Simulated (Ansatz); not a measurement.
# 1T-VSeTe monolayer in a perpendicular field

What dipole does a perpendicular field induce in the 1T-VSeTe monolayer? A positive field points along +c.

Program: Ansatz 0.2.0. Level of theory: plane-wave DFT, PBE-D3(BJ), Ansatz PAW. Results are calculated unless marked as measured.

**1. Starting point**

The cell holds 3 atoms: 1 Te, 1 V and 1 Se. Cell: a = 3.465 Å, b = 3.465 Å, c = 38.182 Å, α = 90.0°, β = 90.0°, γ = 120.0°. Vacuum lies along c.

**2. Relaxation**

The starting cell is a guess, so the in-plane lattice and the atoms are relaxed first, with the slab cut off from its images along the normal.

input.yaml reads:

```yaml
crystal:
  lattice:
    - [3.465, 0.0, 0.0]
    - [-1.7325, 3.0007780241, 0.0]
    - [0.0, 0.0, 38.1820456046]
  atoms:
    - { symbol: Te, position: [0.6666666667, 0.3333333333, 0.4530925393] }
    - { symbol: V, position: [0.0, 0.0, 0.5035363063], spin: 1.0 }
    - { symbol: Se, position: [0.3333333333, 0.6666666667, 0.5469074607] }
  periodic: [true, true, false]
magnetization:
  spin_polarized: true
kpoints:
  mp_grid: { grid: [12, 12, 1] }
hamiltonian:
  xc: pbe
  dispersion: d3bj
scf:
  occupations: { method: fermi_dirac, width: 0.05 }
  convergence: { dr2_threshold: 1.0e-09 }
relax:
  f_tol: 0.004
  max_steps: 90
  cell: {}
output:
  write_potential: true
  write_density: true
  volumetric_format: npy
```

Run with:

```sh
> ansatz run input.yaml --threads 2 --pin off --max-ram 3072MiB --backend cpu --events-out ev --progress --plain --runs-dir out
```

Numbers of over 12 decimals in the logs are rounded to 6 here.

The program printed:

```text
Warning: relax.cell: scf.convergence.dr2_threshold = 1e-9 eV is looser than the 1.62626339157e-10 eV advised for a relaxation that steers and ends on the stress (1e-10 eV for each atom of the cell: 3, times the square of relax.cell.stress_2d_tol = 0.05 N/m over 13.6 Å (the atoms' height at the walk's start and 5 Å past either face), 3.681e-2 GPa, over a crystal's default 0.05). What an SCF threshold leaves in a stress goes as its square root, and in the free energy as the threshold itself, and one threshold admits the most on a small cell: [figures from the program's tests cut] Set scf.convergence.dr2_threshold to 1.62626339157e-10 eV or tighter. [rest of the remark cut]
Engine: ansatz 0.2.0, aarch64-unknown-linux-gnu
Pseudopotentials: kind: paw
Pseudopotential: Te, paw, valence charge 16, recommended cutoff 420 eV (normal), Te.paw.azcp
Pseudopotential: V, paw, valence charge 13, recommended cutoff 420 eV (normal), V.paw.azcp
Pseudopotential: Se, paw, valence charge 16, recommended cutoff 420 eV (normal), Se.paw.azcp
Functional definition: PBE
  parameter kappa = 0.804
  parameter beta = 0.066725
  exchange = pbe_x(kappa = kappa, mu = beta*pi^2/3)
  correlation = pbe_c(beta = beta)
Crystal: 3 atoms, lattice volume = 397.005 Å³
Basis set: ecut = 420 eV, 7729 PW (Γ), exchange–correlation on 48×48×512 points (8 copies of the dense FFT grid, shifted against one another)
Bands: 28, of which v1, the nominal top of the filled ones, is band 23 counted from 1 (22 counted from 0)
Symmetry: 6 space group operations
Space group: P3m1 (ITA 156), of the structure as read, at distance tolerance 7.3e-5 Å
Magnetic group: BNS 156.49 (UNI 1279), of the structure as read, at distance tolerance 7.3e-5 Å
k-points: 19 of 144 (time reversal used)
Non-local potential: Te, projectors of the file, l = 0: 2, l = 1: 2, l = 2: 2, l = 3: 2
Non-local potential: V, projectors of the file, l = 0: 3, l = 1: 2, l = 2: 3, l = 3: 1
Non-local potential: Se, projectors of the file, l = 0: 2, l = 1: 2, l = 2: 3, l = 3: 1
PAW form: soft (Blöchl's): semilocal exchange-correlation on the pseudo side does not see the compensation charge
PAW one-centre angular grid: Te, 590 points (default); XC on 64 Gauss nodes
PAW one-centre angular grid: V, 590 points (default); XC on 64 Gauss nodes
PAW one-centre angular grid: Se, 590 points (default); XC on 64 Gauss nodes
Initial density: superposition of atomic densities (neutral atoms: chi_scale 0, normalization atom)
Starting moments: Σ|m| = 1 μB on 1 of 3 sites
Initial wavefunctions: pseudopotential atomic-orbital guess
Functional: x = pbe(κ = 0.804, μ = 0.219515), c = pbe(β = 0.066725)
SCF iter   1: F=—  HF=-15364.165025 eV  |F-HF|=—  |Δ(HF+E_count)|=         —  Δρ=8.25e-3 (↑8.25e-3 ↓6.75e-3)  dr2=2.45e0  dr2_m=2.11e-2  M=0.777 μB ∫|m|=1.025 μB  β_m=0.30  ethr=3.10e-3  ⟨swp⟩=16.8  Hψ=7669  notcnv=0
Mixer restart at iter 1: flushing history
preconditioner: auto → LDOS  [metal: Δε(μ)=0.067 eV  Ē_g=7.196 eV  σ=0.050 eV  W_gap=0.32  n_scr=22 (ndim 8)  ℏωp=7.7 eV  f_vac=0.793  D(μ)=1.62/eV (n_scr^D=10)]
spin=Collinear: LDOS preconditioning applied to the charge; magnetization (m = ρ↑ − ρ↓) channel mixes plain (no charge-response kernel on spin).
SCF iter   2: F=—  HF=-15363.776299 eV  |F-HF|=—  |Δ(HF+E_count)|=   3.89e-1  Δρ=4.53e-3 (↑4.53e-3 ↓4.17e-3)  dr2=4.97e-1  dr2_m=9.04e-3  M=0.801 μB ∫|m|=1.051 μB  β_m=0.41  ethr=3.10e-3  ⟨swp⟩=3.6  Hψ=2025  notcnv=0  defer=1
SCF iter   3: F=—  HF=-15363.726160 eV  |F-HF|=—  |Δ(HF+E_count)|=   5.01e-2  Δρ=1.98e-3 (↑1.61e-3 ↓1.98e-3)  dr2=3.35e-2  dr2_m=2.34e-3  M=0.830 μB ∫|m|=1.084 μB  β_m=0.52  ethr=1.10e-3  ⟨swp⟩=4.1  Hψ=1879  notcnv=0  defer=1
SCF iter   4: F=—  HF=-15363.745765 eV  |F-HF|=—  |Δ(HF+E_count)|=         —  Δρ=1.85e-3 (↑1.85e-3 ↓1.78e-3)  dr2=2.41e-3  dr2_m=1.11e-2  M=0.927 μB ∫|m|=1.229 μB  β_m=0.52  ethr=7.44e-5  ⟨swp⟩=3.7  Hψ=2319  notcnv=0  defer=1
SCF iter   5: F=—  HF=-15363.750182 eV  |F-HF|=—  |Δ(HF+E_count)|=   4.42e-3  Δρ=1.44e-3 (↑1.44e-3 ↓1.37e-3)  dr2=3.88e-4  dr2_m=7.02e-3  M=0.957 μB ∫|m|=1.283 μB  β_m=0.26  ethr=5.37e-6  ⟨swp⟩=3.0  Hψ=2313  notcnv=0
SCF iter   6: F=—  HF=-15363.750906 eV  |F-HF|=—  |Δ(HF+E_count)|=   7.24e-4  Δρ=8.04e-4 (↑7.88e-4 ↓8.04e-4)  dr2=3.71e-4  dr2_m=2.23e-3  M=0.979 μB ∫|m|=1.326 μB  β_m=0.57  ethr=8.62e-7  ⟨swp⟩=3.1  Hψ=2345  notcnv=0
SCF iter   7: F=—  HF=-15363.751572 eV  |F-HF|=—  |Δ(HF+E_count)|=         —  Δρ=1.34e-4 (↑1.34e-4 ↓1.05e-4)  dr2=2.90e-5  dr2_m=3.81e-5  M=1.018 μB ∫|m|=1.405 μB  β_m=0.57  ethr=8.25e-7  ⟨swp⟩=3.1  Hψ=2517  notcnv=0
SCF iter   8: F=—  HF=-15363.751621 eV  |F-HF|=—  |Δ(HF+E_count)|=   4.85e-5  Δρ=4.65e-5 (↑3.39e-5 ↓4.65e-5)  dr2=5.36e-6  dr2_m=1.99e-6  M=1.020 μB ∫|m|=1.411 μB  β_m=0.79  ethr=6.44e-8  ⟨swp⟩=3.1  Hψ=1983  notcnv=0
SCF iter   9: F=—  HF=-15363.751655 eV  |F-HF|=—  |Δ(HF+E_count)|=   3.44e-5  Δρ=3.08e-5 (↑3.08e-5 ↓1.25e-5)  dr2=1.59e-6  dr2_m=1.61e-6  M=1.020 μB ∫|m|=1.411 μB  β_m=0.76  ethr=1.19e-8  ⟨swp⟩=3.0  Hψ=2291  notcnv=0
SCF iter  10: F=—  HF=-15363.751656 eV  |F-HF|=—  |Δ(HF+E_count)|=   3.01e-7  Δρ=5.11e-6 (↑5.11e-6 ↓1.87e-6)  dr2=5.64e-8  dr2_m=3.85e-8  M=1.020 μB ∫|m|=1.412 μB  β_m=0.88  ethr=3.54e-9  ⟨swp⟩=3.1  Hψ=2290  notcnv=0
SCF iter  11: F=—  HF=-15363.751656 eV  |F-HF|=—  |Δ(HF+E_count)|=   3.34e-7  Δρ=1.37e-6 (↑1.37e-6 ↓9.03e-7)  dr2=7.11e-9  dr2_m=3.28e-9  M=1.020 μB ∫|m|=1.412 μB  β_m=0.86  ethr=1.25e-10  ⟨swp⟩=3.9  Hψ=2564  notcnv=0
SCF iter  12: F=—  HF=-15363.751656 eV  |F-HF|=—  |Δ(HF+E_count)|=   9.01e-9  Δρ=5.46e-7 (↑5.46e-7 ↓3.91e-7)  dr2=2.82e-9  dr2_m=5.18e-10  M=1.020 μB ∫|m|=1.412 μB  β_m=0.75  ethr=1.58e-11  ⟨swp⟩=3.3  Hψ=2376  notcnv=0
SCF iter  13: F=—  HF=-15363.751656 eV  |F-HF|=—  |Δ(HF+E_count)|=   3.14e-9  Δρ=1.64e-7 (↑1.64e-7 ↓1.30e-7)  dr2=1.63e-10  dr2_m=5.52e-11  M=1.020 μB ∫|m|=1.412 μB  β_m=0.79  ethr=6.26e-12  ⟨swp⟩=3.1  Hψ=2336  notcnv=0
SCF iter  14: F=-15363.751656 eV  HF=-15363.751656 eV  |F-HF|=6.09e-10  |Δ(HF+E_count)|=   4.55e-9  Δρ=8.76e-8 (↑8.76e-8 ↓3.91e-8)  dr2=5.48e-11  dr2_m=8.89e-12  M=1.020 μB ∫|m|=1.412 μB  ethr=1.00e-12  ⟨swp⟩=7.5  Hψ=6926  notcnv=0
SCF 1 converged in 14 iterations: F = -15363.751656 eV  dr2 = 5.48e-11
  greatest PAW one-centre occupation: 1.000 electrons in one spin orbital (limit 2), on the Se atom at site 2 (counted from 0), in its partial waves of l = 2
[...]
SCF iter   8: F=—  HF=-15363.979709 eV  |F-HF|=—  |Δ(HF+E_count)|=   3.92e-8  Δρ=1.05e-6 (↑1.05e-6 ↓7.50e-7)  dr2=8.11e-9  dr2_m=1.89e-9  M=0.867 μB ∫|m|=1.122 μB  β_m=0.80  ethr=1.20e-10  ⟨swp⟩=3.3  Hψ=2255  notcnv=0
SCF iter   9: F=—  HF=-15363.979709 eV  |F-HF|=—  |Δ(HF+E_count)|=   2.12e-8  Δρ=3.08e-7 (↑3.08e-7 ↓2.77e-7)  dr2=4.71e-10  dr2_m=2.11e-10  M=0.867 μB ∫|m|=1.122 μB  β_m=0.81  ethr=1.80e-11  ⟨swp⟩=3.4  Hψ=2255  notcnv=0
SCF iter  10: F=-15363.979709 eV  HF=-15363.979709 eV  |F-HF|=7.82e-10  |Δ(HF+E_count)|=   3.49e-9  Δρ=1.11e-7 (↑8.41e-8 ↓1.11e-7)  dr2=9.38e-11  dr2_m=2.08e-11  M=0.867 μB ∫|m|=1.122 μB  ethr=1.05e-12  ⟨swp⟩=8.1  Hψ=7416  notcnv=0
SCF 3 converged in 10 iterations: F = -15363.979709 eV  dr2 = 9.38e-11
relax step   3: F+E_penalty+E_count = -15363.97970856 eV  Δ(F+E_penalty+E_count) = -1.584e-2 eV  max|allowed force component| = 7.223e-2 eV/Å  Δτ_max = 0.0497 Å  P = -0.380 N/m  Ω = 391.256 Å³  energy of the carried Pulay correction = +1.780e-4 eV  fix = [c, alpha, beta]  reactions: c -0.000 N/m  (10 SCF iters, accepted)
[...]
relax step   4: F+E_penalty+E_count = -15363.98057468 eV  Δ(F+E_penalty+E_count) = -8.661e-4 eV  max|allowed force component| = 2.460e-2 eV/Å  Δτ_max = 0.0034 Å  P = -0.107 N/m  Ω = 389.841 Å³  energy of the carried Pulay correction = +2.222e-4 eV  fix = [c, alpha, beta]  reactions: c -0.000 N/m  (10 SCF iters, accepted)
[...]
relax step   5: F+E_penalty+E_count = -15363.98070698 eV  Δ(F+E_penalty+E_count) = -1.323e-4 eV  max|allowed force component| = 1.044e-2 eV/Å  Δτ_max = 0.0010 Å  P = -0.008 N/m  Ω = 388.978 Å³  energy of the carried Pulay correction = +2.493e-4 eV  fix = [c, alpha, beta]  reactions: c -0.000 N/m  (8 SCF iters, accepted)
[...]
relax step   6: F+E_penalty+E_count = -15363.98071866 eV  Δ(F+E_penalty+E_count) = -1.167e-5 eV  max|allowed force component| = 2.451e-3 eV/Å  Δτ_max = 0.0008 Å  P = -0.004 N/m  Ω = 388.824 Å³  energy of the carried Pulay correction = +2.541e-4 eV  fix = [c, alpha, beta]  reactions: c -0.000 N/m  (6 SCF iters, accepted)
Initial wavefunctions: pseudopotential atomic-orbital guess (no wavefunctions were taken with the density)
iter 1 solved again at ethr=2.50e-7 eV; its pass at ethr=3.10e-3 eV (dr2=1.12e-4 eV) is discarded
SCF iter   1: F=—  HF=-15363.980440 eV  |F-HF|=—  |Δ(HF+E_count)|=         —  Δρ=5.55e-6 (↑5.55e-6 ↓5.49e-6)  dr2=1.82e-7  dr2_m=5.07e-9  M=0.848 μB ∫|m|=1.085 μB  β_m=0.65  ethr=2.50e-7  ⟨swp⟩=6.3  Hψ=11613  notcnv=0
spin=Collinear: LDOS preconditioning applied to the charge; magnetization (m = ρ↑ − ρ↓) channel mixes plain (no charge-response kernel on spin).
SCF iter   2: F=—  HF=-15363.980439 eV  |F-HF|=—  |Δ(HF+E_count)|=   4.43e-7  Δρ=3.42e-6 (↑3.42e-6 ↓2.38e-6)  dr2=7.43e-8  dr2_m=2.73e-9  M=0.848 μB ∫|m|=1.085 μB  β_m=0.52  ethr=4.05e-10  ⟨swp⟩=4.1  Hψ=2842  notcnv=0
SCF iter   3: F=—  HF=-15363.980439 eV  |F-HF|=—  |Δ(HF+E_count)|=   8.15e-9  Δρ=9.66e-7 (↑9.42e-7 ↓9.66e-7)  dr2=7.16e-9  dr2_m=5.71e-11  M=0.848 μB ∫|m|=1.085 μB  β_m=0.56  ethr=1.65e-10  ⟨swp⟩=3.3  Hψ=1737  notcnv=0
SCF iter   4: F=—  HF=-15363.980439 eV  |F-HF|=—  |Δ(HF+E_count)|=   3.01e-8  Δρ=2.58e-7 (↑2.54e-7 ↓2.58e-7)  dr2=2.79e-10  dr2_m=2.84e-11  M=0.848 μB ∫|m|=1.085 μB  β_m=0.57  ethr=1.59e-11  ⟨swp⟩=3.6  Hψ=2343  notcnv=0
SCF iter   5: F=-15363.980439 eV  HF=-15363.980439 eV  |F-HF|=6.98e-9  |Δ(HF+E_count)|=   1.33e-8  Δρ=2.64e-7 (↑2.64e-7 ↓1.60e-7)  dr2=8.77e-10  dr2_m=1.85e-11  M=0.848 μB ∫|m|=1.085 μB  ethr=1.00e-12  ⟨swp⟩=12.5  Hψ=8347  notcnv=0
SCF 7 converged in 5 iterations: F = -15363.980439 eV  dr2 = 8.77e-10
relax step   7: F+E_penalty+E_count = -15363.98043919 eV  Δ(F+E_penalty+E_count) = +2.795e-4 eV  max|allowed force component| = 2.402e-3 eV/Å  Δτ_max = 0.0000 Å  P = -0.002 N/m  Ω = 388.824 Å³  fix = [c, alpha, beta]  reactions: c -0.000 N/m  stress off target by 1.87e-3 N/m on what of the cell is left free  SCF on the basis re-selected at this cell (its energy is not comparable with the rows above)  (5 SCF iters)
basis re-selected at this cell: Δ(F+E_penalty+E_count) = +2.795e-4 eV, ΔP = +0.002 N/m vs the last step (what re-selecting the basis moved, of the pressure what is left beyond the Pulay correction that the steps carried, after the strain that the cell walked since its last selection, with what the two solves' SCF thresholds leave and, on support functions, any second-order correction that the steps lacked; it is no m [...]
WARN: The output density's exchange-correlation potential varies sharply where the density is thin. Do not read a vacuum level from v_tot or v_xc, or from such a field of the output density. On a cell that repeats whose density bears no net charge and no dipole along the vacuum's axis use v_es (v_loc + v_h of the components); under efield.dipole_correction with no amplitude use v_es + v_field, which holds any externa [...]
SCF converged after 5 iterations
Magnetization: 0.8482 μB (22.9241 up, 22.0759 down)
Absolute magnetization: 1.0856 μB (∫|ρ↑−ρ↓|, with the PAW one-centre terms)
Spin contamination: 0.0359 ħ² per cell (⟨S²⟩ above its minimum at these occupations)
Per-site moments (μB) at R_I (Å): [(-0.050184, 1.114617), (0.785169, 1.018859), (-0.018967, 1.018859)]
Free energy (F): -15363.980439 eV
Harris-Foulkes:  -15363.980439 eV  (|F-HF|=6.98e-9)
Internal energy: -15363.969461 eV  (E = F + TS)
E sigma→0 (E₀):  -15363.974950 eV
Entropy (-TS):   -0.010979 eV (-3.660 meV/atom)
Fermi energy:    -4.651344 eV
--- Per-component energies (eV) ---
  E_band       = -1501.051154
  E_kinetic    = 635.705742
  E_local      = -145577.869241  (includes V_loc(G=0)·N_el)
  E_nonlocal   = -950.569637
  E_hartree    = 72559.633834
  E_xc         = -359.212099
  E_vxc        = -368.013324  (∫ρ·V_xc dr)
  E_paw        = -7686.980296  (= ΣΔE_a)
  E_vpaw       = -359.569166  (= ΣTr[D̂ρ^β])
  E_aug_tail   = -0.000484  (compensation charges beyond the density's cutoff)
  E_ewald      = 66016.367992
  E_disp       = -1.045272  (pairwise vdW)
  E_smearing   = -0.010979  (= −TS)
  E_closure    = 0.000000  (closes the sum)
  Σ components = -15363.980439   (vs F -15363.980439, Δ=0.00e0)
--- Forces (eV/Å), atoms counted from 1 ---
  atom   1  Te    -0.00000000     0.00000000    -0.00126433
  atom   2  V      0.00000000    -0.00000000     0.00240124
  atom   3  Se     0.00000000    -0.00000000    -0.00113824
  max |Σ_I F_I| component: 1.33e-6 eV/Å
--- 2D stress c σ (N/m, compression-positive) ---
       -0.001869      -0.000000      -0.000000
       -0.000000      -0.001869      -0.000000
       -0.000000      -0.000000      -0.000000
  P = ½ c Tr σ = -0.0019 N/m
--- Band table (eV; the first three rows and the last of 38) ---
  k-point 0 ↑: bands = [... 19 lower, -6.9567, -5.1831, -5.1831, -4.9301, -3.2729, -3.2729, -1.2286, -1.2286, ... 1 higher]
  k-point 1 ↑: bands = [... 19 lower, -6.6496, -5.3797, -5.2809, -4.9868, -3.5777, -3.2750, -1.8332, -1.3792, ... 1 higher]
  k-point 2 ↑: bands = [... 19 lower, -6.5361, -6.1528, -5.4768, -5.0996, -3.9544, -3.3693, -2.6679, -1.6532, ... 1 higher]
  k-point 18 ↓: bands = [... 19 lower, -8.1008, -7.2254, -7.1185, -3.7228, -3.5333, -3.5085, -2.4709, -1.9667, ... 1 higher]
  the weakly bound empty levels are not read free of the cell's end (no_gap_told)
--- Relaxed structure (6 steps of the walk, 6 accepted, 1 SCFs on fresh bases) ---
  F+E_penalty+E_count = -15363.98043919 eV   max|allowed force component| = 2.402e-3 eV/Å   (the final SCF, on the basis selected at the relaxed cell)
  cell:  # Å, volume = 388.8240 Å³
    - [3.429112, 0, 0]
    - [-1.714556, 2.969698, 0]
    - [0, 0, 38.1820456046]
  atoms:
    - { symbol: Te, position: [0.666667, 0.333333, 0.456177] }
    - { symbol: V, position: [8.446196657315667e-19, 3.7840521500113677e-19, 0.504340] }
    - { symbol: Se, position: [0.333333, 0.666667, 0.543019] }
```

Run time: 2.8 min. Hardware: 2 threads of Arm Neoverse V1, shared host; peak memory 0.84 GiB.

The steps of the relaxation:

```csv
step,energy less that of the first step (eV),largest force component (eV/Å),volume (Å³)
1,0.0000,1.6749,397.01
2,-0.2122,0.4105,394.14
3,-0.2281,0.0722,391.26
4,-0.2289,0.0246,389.84
5,-0.2291,0.0104,388.98
6,-0.2291,0.0025,388.82
7*,-0.2288,0.0024,388.82
```

Relaxation steps marked * repeat the geometry before them on a plane-wave basis chosen anew for their cell, so energy and pressure can jump there.

Forces are held to the 6 operations that the run works with; a distortion that breaks them can't arise in this run.

```
cell as run  before  after  change
      a (Å)   3.465  3.429  -1.0 %
      b (Å)   3.465  3.429  -1.0 %
```

The atoms that moved most (Å, along periodic axes as changes of fractional coordinates times the final cell, across vacuum about the mean position):

```csv
atom,dx,dy,dz,length
Se3,0.000,0.000,-0.148,0.148
Te1,0.000,0.000,0.118,0.118
V2,0.000,0.000,0.031,0.031
```

Final coordinates:

```cif
data_structure
_symmetry_space_group_name_H-M 'P 1'
_symmetry_Int_Tables_number 1
_cell_length_a 3.4291
_cell_length_b 3.4291
_cell_length_c 38.1820
_cell_angle_alpha 90.000
_cell_angle_beta 90.000
_cell_angle_gamma 120.000
_cell_volume 388.82
loop_
_atom_site_label
_atom_site_type_symbol
_atom_site_fract_x
_atom_site_fract_y
_atom_site_fract_z
_atom_site_occupancy
Te1 Te 0.66667 0.33333 0.45618 1
V2 V 0.00000 0.00000 0.50434 1
Se3 Se 0.33333 0.66667 0.54302 1
```

Numbers from this step:

```
energy at zero smearing : -15363.9749 eV
total moment            : 0.8482 μB
site moments            : -0.05018, 0.7852, -0.01897 μB
```

Site moment by atom:

```
atom  site moment (μB)
 Te1            -0.050
  V2             0.785
 Se3            -0.019
```

The lattice constant a goes from 3.465 to 3.429 Å.

(Part 1 of 2 ends here.)

[Logs are printed without paths, hosts, clocks, repeated set-up lines and the standing remarks that a program may print on its own settings, such as how far it seeks lower states.]

[Hosts, paths, dates, database ids (printed as entryN), source tags and the programs' standing remarks are cut or masked in the printed files.]

[Maps of the electrostatic potential energy from Ansatz leave out the sawtooth potential of an applied field or a dipole correction, so their vacuum need not be flat; planar profiles and work functions include it.]
